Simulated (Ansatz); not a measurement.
# SnPb2 (model cell, started as antifluorite): from the cell to its phonons

How does SnPb2 (model cell, started as antifluorite) vibrate, and is this structure a minimum?

Calculated with Ansatz 0.2.0; DFT PBEsol, scalar-relativistic, plane waves, PAW.

The structure was built from a prototype and need not be the compound's stable phase.

### Step 1. The structure

The structure is cubic, space group Fm-3m (No. 225). The conventional cell has a = 7.516 Å, b = 7.516 Å, c = 7.516 Å, α = 90.00°, β = 90.00°, γ = 90.00°. Nearest to Sn lie 8 Pb at 3.25 Å. Nearest to Pb lie 4 Sn at 3.25 Å. Farther neighbours are not listed.

As a file:

```cif
data_structure
_symmetry_space_group_name_H-M 'Fm-3m'
_symmetry_Int_Tables_number 225
_cell_length_a 7.5157
_cell_length_b 7.5157
_cell_length_c 7.5157
_cell_angle_alpha 90.000
_cell_angle_beta 90.000
_cell_angle_gamma 90.000
_cell_volume 424.53
loop_
_atom_site_label
_atom_site_type_symbol
_atom_site_symmetry_multiplicity
_atom_site_Wyckoff_symbol
_atom_site_fract_x
_atom_site_fract_y
_atom_site_fract_z
_atom_site_occupancy
Sn1 Sn 4 a 0.00000 0.00000 0.00000 1
Pb1 Pb 8 c 0.25000 0.75000 0.75000 1
```

### Step 2. Bringing the structure to rest

Harmonic phonons are second derivatives at a point where the forces vanish, and they are wanted at zero stress, so atoms and cell are relaxed first.

input.yaml

```yaml
crystal:
  lattice:
    - [0.0, 3.75786, 3.75786]
    - [3.75786, 0.0, 3.75786]
    - [3.75786, 3.75786, 0.0]
  atoms:
    - { symbol: Sn, position: [0.0, 0.0, 0.0] }
    - { symbol: Pb, position: [0.25, 0.25, 0.25] }
    - { symbol: Pb, position: [0.75, 0.75, 0.75] }
kpoints:
  mp_grid: { grid: [8, 8, 8] }
hamiltonian:
  xc: pbesol
scf:
  occupations: { method: gaussian, width: 0.1 }
output:
  forces: true
  stress: true
  eigenvalues: true
  write_density: true
  write_potential: true
  elf: true
  volumetric_format: npy
relax:
  adjacent_minimum: "off"
  f_tol: 0.005
  max_steps: 80
  cell: { stress_tol: 0.05 }
```

Launch:

```bash
$ ansatz run input.yaml --threads 4 --pin off --max-ram 7168MiB --backend cpu --events-out ev --progress --plain --runs-dir out
```

Numbers of over 12 decimals in the logs are rounded to 6 here.

What it wrote:

```text
Engine: ansatz 0.2.0, x86_64-unknown-linux-gnu
Pseudopotentials: kind: paw
Pseudopotential: Sn, paw, valence charge 14, recommended cutoff 420 eV (normal), Sn.paw.azcp
Pseudopotential: Pb, paw, valence charge 14, recommended cutoff 420 eV (normal), Pb.paw.azcp
Functional definition: PBEsol
  exchange = pbesol_x
  correlation = pbesol_c
Crystal: 3 atoms, lattice volume = 106.133 Å³
Basis set: ecut = 420 eV, 2085 PW (Γ), exchange–correlation on 72×72×72 points (8 copies of the dense FFT grid, shifted against one another)
Bands: 26, of which v1, the nominal top of the filled ones, is band 21 counted from 1 (20 counted from 0)
Symmetry: 48 space group operations
Space group: Fm-3m (ITA 225), of the structure as read, at distance tolerance 4.7e-5 Å
k-points: 29 of 512
Non-local potential: Sn, projectors of the file, l = 0: 2, l = 1: 2, l = 2: 2, l = 3: 2
Non-local potential: Pb, projectors of the file, l = 0: 2, l = 1: 2, l = 2: 2, l = 3: 2
PAW form: soft (Blöchl's): semilocal exchange-correlation on the pseudo side does not see the compensation charge
PAW frozen core: Sn, regenerated for the run's functional, and the local potential with it (the file was generated under x = pbe(κ = 0.804, μ = 0.219515), c = pbe(β = 0.066725))
PAW frozen core: Pb, regenerated for the run's functional, and the local potential with it (the file was generated under x = pbe(κ = 0.804, μ = 0.219515), c = pbe(β = 0.066725))
PAW one-centre angular grid: Sn, 590 points (default); XC on 64 Gauss nodes
PAW one-centre angular grid: Pb, 590 points (default); XC on 64 Gauss nodes
Initial density: superposition of atomic densities (neutral atoms: chi_scale 0, normalization atom), corrected by the library's trained network
Initial wavefunctions: pseudopotential atomic-orbital guess
Functional: x = pbesol(κ = 0.804, μ = 0.123457), c = pbesol(β = 0.046)
SCF iter   1: F=—  HF=-29459.324915 eV  |F-HF|=—  |Δ(HF+E_count)|=         —  Δρ=2.50e-3  dr2=7.19e-3  ethr=1.77e-3  ⟨swp⟩=6.8  Hψ=3619  notcnv=0
preconditioner: auto → LDOS  [metal: Δε(μ)=0.053 eV  Ē_g=17.002 eV  σ=0.100 eV  W_gap=0.29  n_scr=14 (ndim 8)  ℏωp=23.4 eV  f_vac=0.055  D(μ)=1.76/eV (n_scr^D=14)  β→1.0]
SCF iter   2: F=—  HF=-29459.321061 eV  |F-HF|=—  |Δ(HF+E_count)|=   3.85e-3  Δρ=8.38e-4  dr2=9.10e-4  ethr=1.71e-5  ⟨swp⟩=2.0  Hψ=1596  notcnv=0
SCF iter   3: F=—  HF=-29459.320671 eV  |F-HF|=—  |Δ(HF+E_count)|=   3.90e-4  Δρ=4.19e-4  dr2=1.27e-4  ethr=2.17e-6  ⟨swp⟩=2.0  Hψ=1349  notcnv=0
SCF iter   4: F=—  HF=-29459.320623 eV  |F-HF|=—  |Δ(HF+E_count)|=   4.82e-5  Δρ=1.23e-4  dr2=1.26e-5  ethr=3.03e-7  ⟨swp⟩=2.8  Hψ=1349  notcnv=0
SCF iter   5: F=—  HF=-29459.320612 eV  |F-HF|=—  |Δ(HF+E_count)|=   1.04e-5  Δρ=2.31e-5  dr2=3.75e-7  ethr=3.00e-8  ⟨swp⟩=2.0  Hψ=1345  notcnv=0
SCF iter   6: F=-29459.320612 eV  HF=-29459.320612 eV  |F-HF|=3.37e-9  |Δ(HF+E_count)|=   1.29e-7  Δρ=3.13e-6  dr2=1.20e-8  ethr=2.38e-10  ⟨swp⟩=13.0  Hψ=6200  notcnv=0
SCF 1 converged in 6 iterations: F = -29459.320612 eV  dr2 = 1.20e-8
  greatest PAW one-centre occupation: 0.991 electrons in one spin orbital (limit 2), on the Sn atom at site 0 (counted from 0), in its partial waves of l = 2
relax step   1: F+E_penalty+E_count = -29459.32061215 eV  Δ(F+E_penalty+E_count) = +0.000e0 eV  max|allowed force component| = 2.159e-17 eV/Å  Δτ_max = 0.0000 Å  P = -1.962 GPa  Ω = 106.133 Å³  (6 SCF iters, dr2 threshold 1.00e-7 eV, accepted)
Crystal: 3 atoms, lattice volume = 100.133 Å³
Basis set: ecut = 420 eV, 1917 PW (Γ), exchange–correlation on 72×72×72 points (8 copies of the dense FFT grid, shifted against one another)
Initial density: handed on by an earlier stage of this run
Initial wavefunctions: those handed on with the density
iter 1 solved again at ethr=4.08e-6 eV; its pass at ethr=3.10e-3 eV (dr2=1.71e-3 eV) is discarded
SCF iter   1: F=—  HF=-29459.358096 eV  |F-HF|=—  |Δ(HF+E_count)|=         —  Δρ=9.92e-4  dr2=2.00e-3  ethr=4.08e-6  ⟨swp⟩=2.9  Hψ=5049  notcnv=0
preconditioner: auto → LDOS  [metal: Δε(μ)=0.093 eV  Ē_g=17.195 eV  σ=0.100 eV  W_gap=0.47  n_scr=14 (ndim 8)  ℏωp=24.0 eV  f_vac=0.046  D(μ)=2.01/eV (n_scr^D=14)  β→1.0]
SCF iter   2: F=—  HF=-29459.357749 eV  |F-HF|=—  |Δ(HF+E_count)|=   3.46e-4  Δρ=5.96e-4  dr2=3.26e-4  ethr=4.08e-6  ⟨swp⟩=2.0  Hψ=1226  notcnv=0
SCF iter   3: F=—  HF=-29459.357652 eV  |F-HF|=—  |Δ(HF+E_count)|=   9.72e-5  Δρ=2.21e-4  dr2=5.03e-5  ethr=7.75e-7  ⟨swp⟩=2.0  Hψ=1221  notcnv=0
SCF iter   4: F=—  HF=-29459.357643 eV  |F-HF|=—  |Δ(HF+E_count)|=   8.77e-6  Δρ=8.72e-5  dr2=9.43e-6  ethr=1.20e-7  ⟨swp⟩=2.0  Hψ=1212  notcnv=0
SCF iter   5: F=—  HF=-29459.357641 eV  |F-HF|=—  |Δ(HF+E_count)|=   2.60e-6  Δρ=1.87e-5  dr2=3.99e-7  ethr=2.25e-8  ⟨swp⟩=2.0  Hψ=1196  notcnv=0
SCF iter   6: F=-29459.357641 eV  HF=-29459.357641 eV  |F-HF|=1.16e-8  |Δ(HF+E_count)|=   9.92e-8  Δρ=3.56e-6  dr2=1.27e-8  ethr=7.14e-10  ⟨swp⟩=11.1  Hψ=6159  notcnv=0
SCF 2 converged in 6 iterations: F = -29459.357641 eV  dr2 = 1.27e-8
relax step   2: F+E_penalty+E_count = -29459.35764072 eV  Δ(F+E_penalty+E_count) = -3.703e-2 eV  max|allowed force component| = 2.698e-16 eV/Å  Δτ_max = 0.0000 Å  P = +0.135 GPa  Ω = 100.133 Å³  energy of the carried Pulay correction = +7.302e-4 eV  (6 SCF iters, dr2 threshold 3.00e-7 eV, accepted)
Crystal: 3 atoms, lattice volume = 100.499 Å³
Basis set: ecut = 420 eV, 1989 PW (Γ), exchange–correlation on 72×72×72 points (8 copies of the dense FFT grid, shifted against one another)
iter 1 solved again at ethr=2.77e-8 eV; its pass at ethr=3.10e-3 eV (dr2=1.16e-5 eV) is discarded
SCF iter   1: F=—  HF=-29459.357733 eV  |F-HF|=—  |Δ(HF+E_count)|=         —  Δρ=6.22e-5  dr2=7.24e-6  ethr=2.77e-8  ⟨swp⟩=3.7  Hψ=4728  notcnv=0
preconditioner: auto → LDOS  [metal: Δε(μ)=0.086 eV  Ē_g=17.194 eV  σ=0.100 eV  W_gap=0.44  n_scr=14 (ndim 8)  ℏωp=24.0 eV  f_vac=0.051  D(μ)=2.06/eV (n_scr^D=14)  β→1.0]
SCF iter   2: F=—  HF=-29459.357733 eV  |F-HF|=—  |Δ(HF+E_count)|=   3.95e-7  Δρ=3.77e-5  dr2=1.30e-6  ethr=1.72e-8  ⟨swp⟩=2.0  Hψ=1226  notcnv=0
SCF iter   3: F=—  HF=-29459.357733 eV  |F-HF|=—  |Δ(HF+E_count)|=   3.88e-7  Δρ=1.34e-5  dr2=1.84e-7  ethr=3.10e-9  ⟨swp⟩=2.0  Hψ=1221  notcnv=0
SCF iter   4: F=-29459.357733 eV  HF=-29459.357733 eV  |F-HF|=1.93e-8  |Δ(HF+E_count)|=   4.77e-8  Δρ=5.00e-6  dr2=3.15e-8  ethr=1.08e-10  ⟨swp⟩=10.3  Hψ=5339  notcnv=0
SCF 3 converged in 4 iterations: F = -29459.357733 eV  dr2 = 3.15e-8
relax step   3: F+E_penalty+E_count = -29459.35773253 eV  Δ(F+E_penalty+E_count) = -9.182e-5 eV  max|allowed force component| = 1.789e-16 eV/Å  Δτ_max = 0.0000 Å  P = -0.013 GPa  Ω = 100.499 Å³  energy of the carried Pulay correction = +6.837e-4 eV  (4 SCF iters, dr2 threshold 4.55e-8 eV, accepted)
Initial wavefunctions: pseudopotential atomic-orbital guess (no wavefunctions were taken with the density)
iter 1 solved again at ethr=2.25e-7 eV; its pass at ethr=3.10e-3 eV (dr2=9.46e-5 eV) is discarded
SCF iter   1: F=—  HF=-29459.357088 eV  |F-HF|=—  |Δ(HF+E_count)|=         —  Δρ=6.41e-5  dr2=8.60e-7  ethr=2.25e-7  ⟨swp⟩=3.0  Hψ=5810  notcnv=0
preconditioner: auto → LDOS  [metal: Δε(μ)=0.086 eV  Ē_g=17.193 eV  σ=0.100 eV  W_gap=0.44  n_scr=14 (ndim 8)  ℏωp=24.0 eV  f_vac=0.051  D(μ)=2.05/eV (n_scr^D=14)  β→1.0]
SCF iter   2: F=—  HF=-29459.357092 eV  |F-HF|=—  |Δ(HF+E_count)|=   3.67e-6  Δρ=1.97e-5  dr2=2.79e-7  ethr=2.05e-9  ⟨swp⟩=2.0  Hψ=1369  notcnv=0
SCF iter   3: F=—  HF=-29459.357091 eV  |F-HF|=—  |Δ(HF+E_count)|=   1.34e-7  Δρ=3.73e-6  dr2=7.18e-9  ethr=6.64e-10  ⟨swp⟩=2.0  Hψ=1368  notcnv=0
SCF iter   4: F=—  HF=-29459.357091 eV  |F-HF|=—  |Δ(HF+E_count)|=   1.37e-9  Δρ=4.74e-7  dr2=2.13e-10  ethr=1.71e-11  ⟨swp⟩=2.0  Hψ=1376  notcnv=0
SCF iter   5: F=—  HF=-29459.357091 eV  |F-HF|=—  |Δ(HF+E_count)|=  5.46e-11  Δρ=1.84e-7  dr2=4.06e-11  ethr=1.00e-12  ⟨swp⟩=8.1  Hψ=4358  notcnv=0
SCF iter   6: F=-29459.357091 eV  HF=-29459.357091 eV  |F-HF|=7.28e-12  |Δ(HF+E_count)|=  1.82e-11  Δρ=2.93e-8  dr2=1.01e-12  ethr=1.00e-12  ⟨swp⟩=6.2  Hψ=3488  notcnv=0
SCF 4 converged in 6 iterations: F = -29459.357091 eV  dr2 = 1.01e-12
relax step   4: F+E_penalty+E_count = -29459.35709148 eV  Δ(F+E_penalty+E_count) = +6.411e-4 eV  max|allowed force component| = 1.727e-16 eV/Å  Δτ_max = 0.0000 Å  P = -0.016 GPa  Ω = 100.499 Å³  stress off target by 1.60e-2 GPa  SCF on the basis re-selected at this cell (its energy is not comparable with the rows above)  (6 SCF iters)
basis re-selected at this cell: Δ(F+E_penalty+E_count) = +6.411e-4 eV, ΔP = -0.003 GPa vs the last step (what re-selecting the basis moved, of the pressure what is left beyond the Pulay correction that the steps carried, after the strain that the cell walked since its last selection, with what the two solves' SCF thresholds leave and, on support functions, any second-order correction that the steps lacked; it is no m [...]
SCF converged after 6 iterations
Free energy (F): -29459.357091 eV
Harris-Foulkes:  -29459.357091 eV  (|F-HF|=7.28e-12)
Internal energy: -29459.346832 eV  (E = F + TS)
E sigma→0 (E₀):  -29459.351962 eV
Entropy (-TS):   -0.010260 eV (-3.420 meV/atom)
Fermi energy:    8.861129 eV
--- Per-component energies (eV) ---
  E_band       = -236.403900
  E_kinetic    = 764.924463
  E_local      = -3401.401779  (includes V_loc(G=0)·N_el)
  E_nonlocal   = 672.540927
  E_hartree    = 1556.728952
  E_xc         = -817.309689
  E_vxc        = -362.342728  (∫ρ·V_xc dr)
  E_paw        = -24575.190167  (= ΣΔE_a)
  E_vpaw       = -1023.582809  (= ΣTr[D̂ρ^β])
  E_aug_tail   = 0.000088  (compensation charges beyond the density's cutoff)
  E_ewald      = -3660.048701
  E_core_change = 0.409073  (= ΣΔE_core)
  E_smearing   = -0.010260  (= −TS)
  E_closure    = -0.000000  (closes the sum)
  Σ components = -29459.357091   (vs F -29459.357091, Δ=0.00e0)
--- Forces (eV/Å), atoms counted from 1 ---
  atom   1  Sn    -0.00000000     0.00000000    -0.00000000
  atom   2  Pb     0.00000000    -0.00000000    -0.00000000
  atom   3  Pb    -0.00000000     0.00000000     0.00000000
  max |Σ_I F_I| component: 6.48e-17 eV/Å
--- Stress (GPa, compression-positive) ---
       -0.016045      -0.000000      -0.000000
       -0.000000      -0.016045       0.000000
       -0.000000       0.000000      -0.016045
  P = ⅓ Tr σ = -0.0160 GPa (-0.160 kbar)
--- Band table (eV; the first three rows and the last of 29) ---
  k-point 0: bands = [... 17 lower, 5.2649, 8.0784, 8.0784, 8.0784, 8.4153, 8.4153, 8.4153, 12.2200, ... 1 higher]
  k-point 1: bands = [... 17 lower, 4.8233, 7.5922, 7.7017, 7.7017, 8.7966, 8.7966, 9.7805, 11.9156, ... 1 higher]
  k-point 2: bands = [... 17 lower, 4.0506, 7.3276, 7.3276, 7.7559, 9.0471, 9.0471, 10.9609, 12.1844, ... 1 higher]
  k-point 28: bands = [... 17 lower, 1.3435, 5.0776, 7.9191, 7.9191, 9.6033, 11.3874, 12.9731, 13.2888, ... 1 higher]
--- Relaxed structure (3 steps of the walk, 3 accepted, 1 SCFs on fresh bases) ---
  F+E_penalty+E_count = -29459.35709148 eV   max|allowed force component| = 1.727e-16 eV/Å   (the final SCF, on the basis selected at the relaxed cell)
  cell:  # Å, volume = 100.4988 Å³
    - [0, 3.690147, 3.690147]
    - [3.690147, 0, 3.690147]
    - [3.690147, 3.690147, 0]
  atoms:
    - { symbol: Sn, position: [0, 0, 0] }
    - { symbol: Pb, position: [0.25, 0.25, 0.25] }
    - { symbol: Pb, position: [0.750000, 0.750000, 0.750000] }
```

Wall time 9.9 s (4 threads of Intel Xeon Platinum 8259CL at 2.50GHz (Skylake/Cascade Lake), shared host); peak memory 0.54 GiB; 25 s of CPU time.

Step by step:

| step | energy less that of the first step (eV) | largest force component (eV/Å) | pressure (GPa) | volume (Å³) |
| --- | --- | --- | --- | --- |
| 1 | 0.0000 | 0.0000 | -1.96 | 106.13 |
| 2 | -0.0370 | 0.0000 | 0.13 | 100.13 |
| 3 | -0.0371 | 0.0000 | -0.01 | 100.50 |
| 4* | -0.0365 | 0.0000 | -0.02 | 100.50 |

Relaxation steps marked * repeat the geometry before them on a plane-wave basis chosen anew for their cell, so energy and pressure can jump there.

The run keeps the 48 symmetry operations that it works with, so distortions that break them were not tested.

| conventional cell, symmetrised | before | after | change |
| --- | --- | --- | --- |
| a (Å) | 7.516 | 7.380 | -1.8 % |
| b (Å) | 7.516 | 7.380 | -1.8 % |
| c (Å) | 7.516 | 7.380 | -1.8 % |
| volume (Å³/atom) | 35.38 | 33.50 | -5.3 % |

Final coordinates:

```xyz
3
Lattice="0.0000 3.6901 3.6901 3.6901 0.0000 3.6901 3.6901 3.6901 0.0000" Properties=species:S:1:pos:R:3 pbc="T T T"
Sn    0.0000    0.0000    0.0000
Pb    1.8451    1.8451    1.8451
Pb    5.5352    5.5352    5.5352
```

Numbers from this step:

| Item | Value |
| --- | --- |
| pressure | -0.01604 GPa |
| volume per atom | 33.50 Å³ |
| gap on the k-mesh | 0 eV |

Electrostatic potential energy in the ac plane of a cell with a along [110], b along [-110] and c along [001] of the cube at fractional y = 0.000, with atoms of Sn and Pb within 0.2 Å of it. With pseudopotentials it is smooth inside the atoms' cores, unlike the true potential.

Values in eV, 11 rows by 16 columns, each cell a mean:
```
  5  -3   9   8   8   9   1   1   5  -3   9   8   8   9   1   1
  0   7   4 -19 -23  -1   8   1   0   7   4 -19 -23  -1   8   1
 11  10  -7 -27 -22 -17   9  11  11  10  -7 -27 -22 -17   9  11
 12  11   1 -26 -28  -6  10  12  12  11   1 -26 -28  -6  10  12
 13  12  10   5   4   9  12  13  13  12  10   5   4   9  12  13
 13  13  12  10  10  11  12  13  13  13  12  10  10  11  12  13
 13  12   9  -1  -4   7  12  13  13  12   9  -1  -4   7  12  13
 12  11  -3 -29 -28 -12  10  12  12  11  -3 -29 -28 -12  10  12
 10  10  -6 -28 -25 -15   9  10  10  10  -6 -28 -25 -15   9  10
 -4   4   6 -10 -14   3   7  -3  -4   4   6 -10 -14   3   7  -3
 10  -4   9  10   9  10  -1   6  10  -4   9  10   9  10  -1   6
```
Columns run along a (10.4 Å; values clipped at the 3rd and 97th percentile), rows up along c (7.4 Å), edges of the conventional cell, whose origin can differ from the input's. Atoms in or near the plane, at fractional coordinates: Sn at (0.00, 0.00), Sn at (0.50, 0.00), Pb at (0.25, 0.25), Pb at (0.75, 0.25), Pb at (0.25, 0.75), Pb at (0.75, 0.75).

ELF in the ac plane of a cell with a along [110], b along [-110] and c along [001] of the cube at fractional y = 0.000, with atoms of Sn and Pb within 0.2 Å of it. It is the smooth field of the valence electrons, not physical close to the nuclei.

Values, 11 rows by 16 columns, each cell a mean:
```
0.13 0.33 0.34 0.28 0.28 0.32 0.35 0.17 0.13 0.33 0.34 0.28 0.28 0.32 0.35 0.17
0.36 0.37 0.34 0.35 0.33 0.35 0.36 0.36 0.36 0.37 0.34 0.35 0.33 0.35 0.36 0.36
0.26 0.26 0.37 0.14 0.07 0.35 0.29 0.26 0.26 0.26 0.37 0.14 0.07 0.35 0.29 0.26
0.08 0.18 0.37 0.31 0.27 0.39 0.23 0.09 0.08 0.18 0.37 0.31 0.27 0.39 0.23 0.09
0.04 0.09 0.23 0.32 0.33 0.26 0.11 0.04 0.04 0.09 0.23 0.32 0.33 0.26 0.11 0.04
0.03 0.05 0.12 0.19 0.20 0.14 0.07 0.03 0.03 0.05 0.12 0.19 0.20 0.14 0.07 0.03
0.04 0.11 0.28 0.36 0.36 0.31 0.15 0.05 0.04 0.11 0.28 0.36 0.36 0.31 0.15 0.05
0.11 0.20 0.38 0.24 0.18 0.38 0.25 0.12 0.11 0.20 0.38 0.24 0.18 0.38 0.25 0.12
0.32 0.30 0.36 0.17 0.10 0.36 0.30 0.31 0.32 0.30 0.36 0.17 0.10 0.36 0.30 0.31
0.32 0.36 0.34 0.36 0.37 0.34 0.37 0.34 0.32 0.36 0.34 0.36 0.37 0.34 0.37 0.34
0.07 0.31 0.35 0.25 0.24 0.31 0.35 0.12 0.07 0.31 0.35 0.25 0.24 0.31 0.35 0.12
```
Columns run along a (10.4 Å), rows up along c (7.4 Å), edges of the conventional cell, whose origin can differ from the input's. Atoms in or near the plane, at fractional coordinates: Sn at (0.00, 0.00), Sn at (0.50, 0.00), Pb at (0.25, 0.25), Pb at (0.75, 0.25), Pb at (0.25, 0.75), Pb at (0.75, 0.75).

Valence density in the ac plane of a cell with a along [110], b along [-110] and c along [001] of the cube at fractional y = 0.000, with atoms of Sn and Pb within 0.2 Å of it. It is the smooth field of the valence electrons, not physical close to the nuclei.

Ten steps, logarithmic in the rise over the least value, from '0' (0 e/Å³) to '9' (14 e/Å³), each cell a mean:
```
97421111111247986311111111368
65321122211235664211222211246
32212345432122332112455321123
11112577642111111123677632111
00113689863110000124788742100
00013578753100000124688642000
00012466542100000013566531000
00001233321000000001233210000
00000111110000000000111100000
00000001000000000000011000000
00000011100000000000111100000
00000122210000000001222210000
00001345431000000012355321000
00012577642100000013677631000
00013689863100000124788742100
11113578753111111124688642111
22112466542112221123566532112
43211233321123443212333321234
86321111111246875211111111257
98521111111258996311111111369
```
Columns run along a (10.4 Å), rows up along c (7.4 Å), edges of the conventional cell, whose origin can differ from the input's. Atoms in or near the plane, at fractional coordinates: Sn at (0.00, 0.00), Sn at (0.50, 0.00), Pb at (0.25, 0.25), Pb at (0.75, 0.25), Pb at (0.25, 0.75), Pb at (0.75, 0.75).

In this step the volume went from 35.38 to 33.50 Å³/atom.

### Step 3. Tight relaxation

Phonons need a cell at rest on their own settings, so the relaxation is repeated with tight tolerances on forces and stress, using the mesh and the filling of the phonon run that follows.

input.yaml

```yaml
crystal:
  lattice:
    - [0.0, 3.6901472487, 3.6901472487]
    - [3.6901472487, 0.0, 3.6901472487]
    - [3.6901472487, 3.6901472487, 0.0]
  atoms:
    - { symbol: Sn, position: [0.0, 0.0, 0.0] }
    - { symbol: Pb, position: [0.25, 0.25, 0.25] }
    - { symbol: Pb, position: [0.75, 0.75, 0.75] }
kpoints:
  mp_grid: { grid: [8, 8, 8] }
hamiltonian:
  xc: pbesol
scf:
  occupations: { method: methfessel_paxton, width: 0.15 }
output:
  forces: true
  stress: true
  eigenvalues: true
relax:
  adjacent_minimum: "off"
  f_tol: 0.001
  max_steps: 60
  cell: { stress_tol: 0.01 }
```

What it wrote:

```text
[...]
Crystal: 3 atoms, lattice volume = 100.499 Å³
Basis set: ecut = 420 eV, 1989 PW (Γ), exchange–correlation on 72×72×72 points (8 copies of the dense FFT grid, shifted against one another)
Bands: 26, of which v1, the nominal top of the filled ones, is band 21 counted from 1 (20 counted from 0)
Symmetry: 48 space group operations
[...]
k-points: 29 of 512
[...]
--- Relaxed structure (1 steps of the walk, 1 accepted, 1 SCFs on fresh bases) ---
[...]
cell:  # Å, volume = 100.4988 Å³
    - [0.0, 3.6901472487, 3.6901472487]
    - [3.6901472487, 0.0, 3.6901472487]
    - [3.6901472487, 3.6901472487, 0.0]
  atoms:
    - { symbol: Sn, position: [0.0, 0.0, 0.0] }
    - { symbol: Pb, position: [0.25, 0.25, 0.25] }
    - { symbol: Pb, position: [0.75, 0.75, 0.75] }
[key lines of the parts left out:]
SCF converged after 7 iterations
Free energy (F): -29459.351746 eV
Fermi energy:    8.857461 eV
P = ⅓ Tr σ = -0.0025 GPa (-0.025 kbar)
```

The job ended after 4.8 s (4 threads; peak memory 0.53 GiB; 11 s of CPU time).

Little changed from the start: no atom moved by 0.005 Å and no cell edge by 0.1 %.

This step gave:

```yaml
pressure: -0.002489 GPa
```

The forces vanish by symmetry and the pressure is -0.002 GPa, within the tolerances set. The cell now holds 33.50 Å³/atom.

(Continued in part 2 of 3.)

[Logs are printed without paths, hosts, clocks, repeated set-up lines and the standing remarks that a program may print on its own settings, such as how far it seeks lower states.]

[Hosts, paths, dates, database ids (printed as entryN), source tags and the programs' standing remarks are cut or masked in the printed files.]
